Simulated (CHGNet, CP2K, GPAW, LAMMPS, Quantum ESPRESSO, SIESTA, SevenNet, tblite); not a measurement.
**GPAW on amorphous Hg30S21Se9 (60 atoms): settings against a plane-wave reference**

Aim: run amorphous Hg30S21Se9 (60 atoms) in GPAW and see how near its forces come to a plane-wave reference, and at what cost.

Main program and level: GPAW 26.7.0; the method is named at each step.

### 1. Set-up

The cell holds 60 atoms: 30 Hg, 21 S and 9 Se. Cell: a = 11.895 Å, b = 11.895 Å, c = 11.895 Å, α = 90.0°, β = 90.0°, γ = 90.0°. 60 atoms (30 Hg, 21 S, 9 Se) placed at random at 7.3 g/cm³, melted at 2500 K for 10 ps at fixed volume with the Stillinger-Weber II-VI potential (Zhou et al., Phys. Rev. B 88, 085309 (2013)). Quenched from 2500 K to 300 K at 3 K/ps and fixed volume, held 5 ps, then minimised at fixed cell.

The yardstick, on the same geometry:

```
method                 : Kohn-Sham DFT, PBE, SSSP efficiency 1.3.0 pseudopotentials, plane waves (Quantum ESPRESSO 7.5); sssp-pbe-1.3.0-efficiency, cutoffs 55/440 Ry, Γ point
r.m.s. force component : 0.4116 eV/Å
longest force          : 1.594 eV/Å
pressure               : 0.3687 GPa
time                   : 11 min on 4 MPI ranks of Arm Neoverse V1, shared host
CPU time               : 43 min
```

### 2. PBE, LCAO dzp, h 0.2 Å

Method: Kohn-Sham DFT, PBE, PAW, atomic orbitals (dzp).

File run.py:

```python
import numpy as np
from ase.io import read
from gpaw import GPAW, FermiDirac

atoms = read("structure.xyz")
atoms.calc = GPAW(
    mode="lcao",
    basis="dzp",
    h=0.2,
    xc="PBE",
    kpts={"size": (1, 1, 1), "gamma": True},
    occupations=FermiDirac(0.05),
    maxiter=200,
    symmetry={"point_group": False},
    txt="gpaw.txt",
)
energy = atoms.get_potential_energy(force_consistent=True)
forces = atoms.get_forces()
print(f"energy {energy:.6f} eV")
print("forces (eV/A)")
for i, (a, f) in enumerate(zip(atoms, forces)):
    print(f"{i:4d} {a.symbol:2s} {f[0]:10.5f} {f[1]:10.5f} {f[2]:10.5f}")
print(f"Fermi level {atoms.calc.get_fermi_level():.4f} eV")
for k in range(len(atoms.calc.get_ibz_k_points())):
    for s in range(atoms.calc.get_number_of_spins()):
        e = atoms.calc.get_eigenvalues(kpt=k, spin=s)
        n = np.searchsorted(e, atoms.calc.get_fermi_level())
        print(f"k {k} spin {s} levels about the Fermi level:", np.round(e[max(n - 6, 0):n], 4).tolist(), "|", np.round(e[n:n + 6], 4).tolist())
```

File structure.xyz:

```xyz
60
Lattice="11.89490 0.00000 0.00000 0.00000 11.89490 0.00000 0.00000 0.00000 11.89490" Properties=species:S:1:pos:R:3 pbc="T T T"
Hg 0.83276 9.35986 2.53980
Hg 0.79327 8.09983 11.57005
Hg 11.37628 5.57776 9.04072
Hg 5.98076 11.54804 1.72500
Hg 8.80020 7.82673 8.88394
Hg 8.66056 10.01313 6.26730
Hg 6.15050 7.40136 3.16678
Hg 9.41600 1.40384 11.68638
Hg 5.12266 7.36996 11.20916
Hg 3.81065 3.01191 2.96897
Hg 5.10267 11.15504 4.70550
Hg 8.93723 5.25992 0.05495
Hg 5.26516 7.16454 7.00443
Hg 0.83895 0.70763 5.71847
Hg 10.32144 6.74274 3.95137
Hg 10.14207 3.25873 6.25577
Hg 9.15753 9.14456 0.66718
Hg 0.13049 3.55087 2.25765
Hg 1.53111 5.09459 5.32261
Hg 1.79351 2.47188 9.73157
Hg 9.44324 0.22862 3.60606
Hg 4.97492 2.75355 10.95925
Hg 7.27088 4.10778 8.85920
Hg 7.63272 3.53302 3.27169
Hg 11.31812 11.07927 8.77463
Hg 1.68313 11.83804 0.65553
Hg 0.54871 8.15752 6.31512
Hg 3.53136 10.67805 8.76559
Hg 7.02989 0.90592 7.97113
Hg 4.83314 3.15536 6.60333
S 11.14112 2.04616 4.22174
S 7.47487 3.23494 5.88631
S 11.23461 10.38449 6.15716
S 5.65591 4.91842 2.39777
S 5.19165 8.74085 9.01931
S 10.95925 5.76106 6.39506
S 6.34343 5.05569 11.38687
S 9.74228 4.76058 2.44619
S 7.63438 10.30622 8.67376
S 7.93426 1.32307 1.92019
S 10.21665 9.67329 3.06389
S 7.77617 6.15442 7.11125
S 2.74844 6.44953 11.81152
S 4.65412 8.55933 4.90082
S 2.24766 5.10374 2.52077
S 1.92614 4.97266 9.45062
S 8.16204 7.93568 4.72132
S 7.42063 0.19353 5.35532
S 10.23806 7.26909 11.00124
S 3.48437 5.27574 7.02156
S 1.97907 7.70159 4.16345
Se 6.50377 8.94508 1.05222
Se 0.18390 2.04081 0.06055
Se 1.44142 10.37104 10.34333
Se 3.45452 1.35923 5.14228
Se 4.33379 1.40407 8.66948
Se 3.99086 1.24361 1.01345
Se 9.68126 3.55705 9.88918
Se 9.30300 10.92392 10.54090
Se 11.68507 1.75652 8.12101
```

Run with:

```bash
$ OMP_NUM_THREADS=1 python run.py > output.txt
```

The log of the run:

```text
energy -103.567117 eV
forces (eV/A)
   0 Hg    0.51306    0.32993   -0.18794
   1 Hg    0.65574   -0.53687    0.16111
   2 Hg    0.39360   -0.39672    0.05690
   3 Hg    0.11904   -0.52231   -0.20508
   4 Hg   -0.53984   -0.47469   -0.62872
   5 Hg   -0.30744   -0.45324   -0.41239
   6 Hg   -0.34944   -0.71471    0.21783
   7 Hg    0.09885    0.32048    0.11863
   8 Hg   -0.64269   -0.14551   -0.17700
   9 Hg   -0.26401    0.91573    0.32657
  10 Hg   -0.14520   -0.63962    0.27811
  11 Hg   -0.20880   -0.57584    0.20993
  12 Hg    0.31786   -0.08352   -0.11430
  13 Hg    0.46379    0.18664    0.36511
  14 Hg   -0.43103    0.15888    0.00058
  15 Hg   -0.50467   -0.03578    0.23147
  16 Hg    0.16760    0.16093    0.84663
  17 Hg    0.85356    0.43073   -0.16809
  18 Hg    0.24235    0.17763   -0.70192
  19 Hg    0.06590    0.12711   -0.02602
  20 Hg    0.40088   -0.34124    0.01839
  21 Hg    0.46067    0.56899   -0.00644
  22 Hg   -0.05390    0.74368   -0.21485
  23 Hg   -0.72988    0.23759    0.44706
[...]
52 Se   -0.03032    0.00581    0.09244
  53 Se   -0.02503   -0.25106   -0.43072
  54 Se   -0.28361   -0.41559   -0.61798
  55 Se   -0.37245   -0.05171    0.78693
  56 Se    0.02672   -0.40859   -0.11618
  57 Se   -0.25781   -0.06915    0.21428
  58 Se   -0.35294    0.12048   -0.79668
  59 Se    0.02132   -0.26246   -0.74589
Fermi level 4.0912 eV
k 0 spin 0 levels about the Fermi level: [3.5329, 3.6139, 3.7919, 3.8424, 3.9518, 4.0506] | [4.138, 4.2353, 4.255, 4.3702, 4.4821, 4.6394]
```

gpaw.txt:

```text
Input parameters:
  mode=LCAO(),
  basis={'default': 'dzp'},
  h=0.2,
  kpts=MonkhorstPack(size=(1, 1, 1), gamma=True),
  maxiter=200,
  occupations=Occupations(name='fermi-dirac', width=0.05, fixmagmom=False),
  symmetry=Symmetry(point_group=False),
  xc=XC(name='PBE')
Unit cell  # Å
| periodic |         x |         y |         z |   lengths |    angles |
|----------|-----------|-----------|-----------|-----------|-----------|
|      yes | 11.894900 |  0.000000 |  0.000000 | 11.894900 | 90.000000 |
|      yes |  0.000000 | 11.894900 |  0.000000 | 11.894900 | 90.000000 |
|      yes |  0.000000 |  0.000000 | 11.894900 | 11.894900 | 90.000000 |
Number of symmetries: 1
Symmetry operations  # r_c * U_cc + t_c -> r_c
|   | kind |            matrix            |
|---|------|------------------------------|
| 0 |  E   |  1, 0, 0,  0, 1, 0,  0, 0, 1 |
BZ-sampling:
  Number of BZ points: 1
  Number of IBZ points: 1
  Monkhorst-Pack size: [1, 1, 1]
  Monkhorst-Pack shift: [0, 0, 0]
[... lines left out ...]
  Fermi-Dirac:
[... lines left out ...]
xc functional:
  name: PBE with 2 nearest neighbor stencil
interpolation: tri-quintic # 5. degree polynomial
Initialization done in: 12.654 s
convergence criteria:
- Maximum [total energy] change in last 3 cyles: 0.0005 eV / valence electron
- Maximum integral of absolute [dens]ity change: 0.0001 electrons / valence electron
- Maximum integral of absolute [eigenst]ate change: 4e-08 eV^2 / valence electron
maximum number of iterations: 200
SCF iterations
|iter     |      energy | eigst |  dens |
|---------|-------------|-------|-------|
|iter:   1| -118.944874 |      c|       |
|iter:   2| -114.050225 |      c| -1.28 |
|iter:   3| -112.265788 |      c| -1.34 |
|iter:   4| -105.444376 |      c| -1.51 |
[...]
|iter:   8| -103.892480 |      c| -2.13 |
|iter:   9| -103.536379c|      c| -2.19 |
|iter:  10| -103.485790 |      c| -2.54 |
|iter:  11| -103.497009c|      c| -2.84 |
|iter:  12| -103.476010c|      c| -2.91 |
|iter:  13| -103.477091c|      c| -3.07 |
|iter:  14| -103.472572c|      c| -3.38 |
|iter:  15| -103.473411c|      c| -3.77 |
|iter:  16| -103.472886c|      c| -4.01c|
Converged in 16 steps
SCF loop duration: 218.444 s (13.653 s/step)
Energy contributions relative to reference atoms: (reference = -16817615.168848)
Energy contributions:
  Kinetic:         608.423339
  Coulomb:        -535.768786
  Zero:              3.764041
  External:          0.000000
  Xc:             -179.797248
  Entropy:          -0.188462
  Spinorbit:         0.000000
  ----------------------------
  Free energy:    -103.567117
  Extrapolated:   -103.472886
dipole moment: (-26.503175, 10.313958, 20.712126)  # |e|*Ang
Fermi level: 4.091
Eigenvalues  # (at kpt = [0.000, 0.000, 0.000])
| band index |      eig [eV] | occ [0-2] |
|------------|---------------|-----------|
|          0 |       -59.413 |     2.000 |
|        ... |               |           |
|        352 |         3.345 |     2.000 |
|        353 |         3.457 |     2.000 |
[...]
|        367 |         4.859 |     0.000 |
|        ... |               |           |
|        435 |        10.254 |     0.000 |
Gap: 0.087 eV
Transition (v -> c):
  (s=0, k=0, n=359, [0.00, 0.00, 0.00]) -> (s=0, k=0, n=360, [0.00, 0.00, 0.00])
No difference between direct/indirect transitions
Force computation time: 33.584  # s
timing:  # [seconds]
  Total:  264.714  # ━━━━━━━━━━━━━━━━━━━━━━━━━━━━━━━━━━━━━━━━━━━━━━━━━━━━━━━━
  Init:    12.653  # ━━╸
  SCF:    218.444  # ━━━━━━━━━━━━━━━━━━━━━━━━━━━━━━━━━━━━━━━━━━━━━━
  Forces:  33.584  # ━━━━━━━
```

The job ended after 4.4 min (1 thread of Arm Neoverse V1, shared host; peak memory 1.7 GiB).

Banners, paths, timers and routine set-up lines are dropped from the logs unmarked, and long logs keep their key lines alone; longer cuts are marked.

Against the reference:

```
r.m.s. force component                  : 0.4151 eV/Å
r.m.s. difference of force components   : 61.4 meV/Å
longest difference of force vectors     : 208.3 meV/Å
force difference over r.m.s. force      : 14.92 %
slope of forces against the reference's : 0.9974
correlation of force components         : 0.989
```

Length of the force difference by element (eV/Å):

| element | atoms | mean | most |
| --- | --- | --- | --- |
| Hg | 30 | 0.091 | 0.17 |
| S | 21 | 0.12 | 0.21 |
| Se | 9 | 0.070 | 0.12 |

Local excerpt of 9 atoms (numbers count through the whole input) about Hg1, picked at random; x, y, z are measured from there.

```
atom      x      y      z  distance (Å)  bonds     Fx     Fy  Fz (eV/Å)
 Hg1   0.00   0.00   0.00          0.00      2   0.51   0.33      -0.19
 S41  -2.51   0.31   0.52          2.58      3  -0.50  -0.18      -0.75
 S51   1.15  -1.66   1.62          2.59      3  -0.50   0.23       0.28
 Hg2  -0.04  -1.26  -2.86          3.13      3   0.66  -0.54       0.16
Hg26   0.85   2.48  -1.88          3.23      3  -0.30  -0.49       0.76
Hg15  -2.41  -2.62   1.41          3.83      3  -0.43   0.16       0.00
Hg27  -0.28  -1.20   3.78          3.97      3   0.18   0.13      -0.73
Hg17  -3.57  -0.22  -1.87          4.04      4   0.17   0.16       0.85
 S33  -1.49   1.02   3.62          4.05      4   0.26  -0.10       0.95
```

Atoms are counted from 1 here, from 0 in the log.

Forces lie 15 % from the reference's, at 0.10 times its CPU time (on 1 against 4 cores).

### 3. PBE, LCAO sz(dzp), h 0.2 Å

Method: Kohn-Sham DFT, PBE, PAW, atomic orbitals (sz(dzp)).

run.py, as its differences from that of step 2:

```diff
@@ -7,3 +7,3 @@
     mode="lcao",
-    basis="dzp",
+    basis="sz(dzp)",
     h=0.2,
```

structure.xyz is that of step 2.

The log of the run:

```text
energy -78.330894 eV
forces (eV/A)
   0 Hg    0.81789    0.61186   -0.60864
   1 Hg    0.49988   -0.46914    0.37341
   2 Hg    0.15012   -0.25864    0.02885
   3 Hg    0.06580   -0.74941   -0.09630
   4 Hg   -0.52913   -0.44176   -0.70069
   5 Hg   -0.20372   -0.79848   -0.47467
[...]
57 Se   -0.11352   -0.22279    0.21748
  58 Se    0.07075    0.22270   -0.14598
  59 Se   -0.11102   -0.12066   -0.87650
Fermi level 4.2333 eV
k 0 spin 0 levels about the Fermi level: [3.6617, 3.7193, 3.9253, 3.9625, 4.0958, 4.1999] | [4.276, 4.3709, 4.3936, 4.4761, 4.6072, 4.7792]
```

gpaw.txt:

```text
Input parameters:
  mode=LCAO(),
  basis={'default': 'sz(dzp)'},
  h=0.2,
  kpts=MonkhorstPack(size=(1, 1, 1), gamma=True),
  maxiter=200,
  occupations=Occupations(name='fermi-dirac', width=0.05, fixmagmom=False),
[... lines left out ...]
  Fermi-Dirac:
[... lines left out ...]
convergence criteria:
- Maximum [total energy] change in last 3 cyles: 0.0005 eV / valence electron
[... lines left out ...]
Converged in 16 steps
[... lines left out ...]
  Free energy:     -78.330894
[... lines left out ...]
Fermi level: 4.233
[... lines left out ...]
|        ... |               |           |
|        435 |        11.185 |     0.000 |
Gap: 0.076 eV
Transition (v -> c):
  (s=0, k=0, n=359, [0.00, 0.00, 0.00]) -> (s=0, k=0, n=360, [0.00, 0.00, 0.00])
No difference between direct/indirect transitions
Force computation time: 12.219  # s
timing:  # [seconds]
  Total:  113.373  # ━━━━━━━━━━━━━━━━━━━━━━━━━━━━━━━━━━━━━━━━━━━━━━━━━━━━━━━━
  Init:     9.545  # ━━━━╸
  SCF:     91.570  # ━━━━━━━━━━━━━━━━━━━━━━━━━━━━━━━━━━━━━━━━━━━━━
  Forces:  12.219  # ━━━━━━
```

It took 1.9 min on 1 thread; peak memory 1.4 GiB.

Numbers from this run, and their distance from the reference:

| Item | Value |
| --- | --- |
| r.m.s. force component | 0.4535 eV/Å |
| r.m.s. difference of force components | 242.8 meV/Å |
| longest difference of force vectors | 1040 meV/Å |
| force difference over r.m.s. force | 58.99 % |
| slope of forces against the reference's | 0.9329 |
| correlation of force components | 0.8468 |

This is a coarse setting, run to see what it loses.

Against the first run (15 %), the force difference from the reference is 59 %, at 0.43 times the CPU time, with 480 basis functions against 1200: the smaller basis costs accuracy.

### 4. PBE, LCAO dzp, h 0.22 Å

Method: Kohn-Sham DFT, PBE, PAW, atomic orbitals (dzp).

run.py, as its differences from that of step 3:

```diff
@@ -7,4 +7,4 @@
     mode="lcao",
-    basis="sz(dzp)",
-    h=0.2,
+    basis="dzp",
+    h=0.22,
     xc="PBE",
```

structure.xyz is that of step 3.

The log of the run:

```text
energy -102.651090 eV
forces (eV/A)
   0 Hg    0.51193    0.33312   -0.19256
   1 Hg    0.65190   -0.53353    0.15779
   2 Hg    0.39645   -0.39031    0.06218
   3 Hg    0.11475   -0.52286   -0.20528
   4 Hg   -0.54147   -0.47512   -0.62526
   5 Hg   -0.30294   -0.45053   -0.41244
   6 Hg   -0.35213   -0.71111    0.21455
   7 Hg    0.10818    0.32521    0.11681
   8 Hg   -0.63910   -0.14112   -0.17459
   9 Hg   -0.27076    0.90592    0.32403
  10 Hg   -0.14343   -0.63673    0.26834
  11 Hg   -0.20251   -0.57519    0.20903
[...]
55 Se   -0.35653   -0.06937    0.77142
  56 Se    0.02022   -0.38401   -0.14061
  57 Se   -0.28031   -0.07472    0.21876
  58 Se   -0.38242    0.10009   -0.80787
  59 Se    0.01402   -0.25406   -0.71772
Fermi level 4.0913 eV
k 0 spin 0 levels about the Fermi level: [3.533, 3.6141, 3.792, 3.8426, 3.9519, 4.0508] | [4.1382, 4.2354, 4.2551, 4.3703, 4.4823, 4.6395]
```

gpaw.txt:

```text
Input parameters:
  mode=LCAO(),
  basis={'default': 'dzp'},
  h=0.22,
  kpts=MonkhorstPack(size=(1, 1, 1), gamma=True),
  maxiter=200,
  occupations=Occupations(name='fermi-dirac', width=0.05, fixmagmom=False),
  symmetry=Symmetry(point_group=False),
  xc=XC(name='PBE')
[... lines left out ...]
  Fermi-Dirac:
[... lines left out ...]
convergence criteria:
- Maximum [total energy] change in last 3 cyles: 0.0005 eV / valence electron
[... lines left out ...]
Converged in 16 steps
[... lines left out ...]
  Free energy:    -102.651090
[... lines left out ...]
Fermi level: 4.091
[... lines left out ...]
|          0 |       -59.413 |     2.000 |
|        ... |               |           |
|        352 |         3.345 |     2.000 |
|        353 |         3.457 |     2.000 |
[...]
|        367 |         4.859 |     0.000 |
|        ... |               |           |
|        435 |        10.254 |     0.000 |
Gap: 0.087 eV
Transition (v -> c):
  (s=0, k=0, n=359, [0.00, 0.00, 0.00]) -> (s=0, k=0, n=360, [0.00, 0.00, 0.00])
No difference between direct/indirect transitions
Force computation time: 29.051  # s
timing:  # [seconds]
  Total:  238.835  # ━━━━━━━━━━━━━━━━━━━━━━━━━━━━━━━━━━━━━━━━━━━━━━━━━━━━━━━━
  Init:    15.047  # ━━━╸
  SCF:    194.707  # ━━━━━━━━━━━━━━━━━━━━━━━━━━━━━━━━━━━━━━━━━━━━━╸
  Forces:  29.051  # ━━━━━━━
```

It took 4 min on 1 thread; peak memory 1.4 GiB.

Against the reference:

```
r.m.s. force component                          : 0.4137 eV/Å
r.m.s. difference of force components           : 60.01 meV/Å
longest difference of force vectors             : 185.4 meV/Å
force difference over r.m.s. force              : 14.58 %
slope of forces against the reference's         : 0.9944
correlation of force components                 : 0.9894
energy less the same-level run's                : 15.27 meV/atom
r.m.s. force difference from the same-level run : 23.45 meV/Å
```

This is a coarse setting, run to see what it loses.

Against the first run (15 %), the force difference from the reference is 15 %, at 0.90 times the CPU time.

(Part 1 of 2 ends here.)

[Also dropped from logs without a mark: logging warnings of Python, and SIESTA's first energy breakdown and zero terms.]

[Logs are printed without paths, hosts, clocks, repeated set-up lines and the standing remarks that a program may print on its own settings, such as how far it seeks lower states.]

[Hosts, paths, dates, database ids (printed as entryN), source tags and the programs' standing remarks are cut or masked in the printed files.]
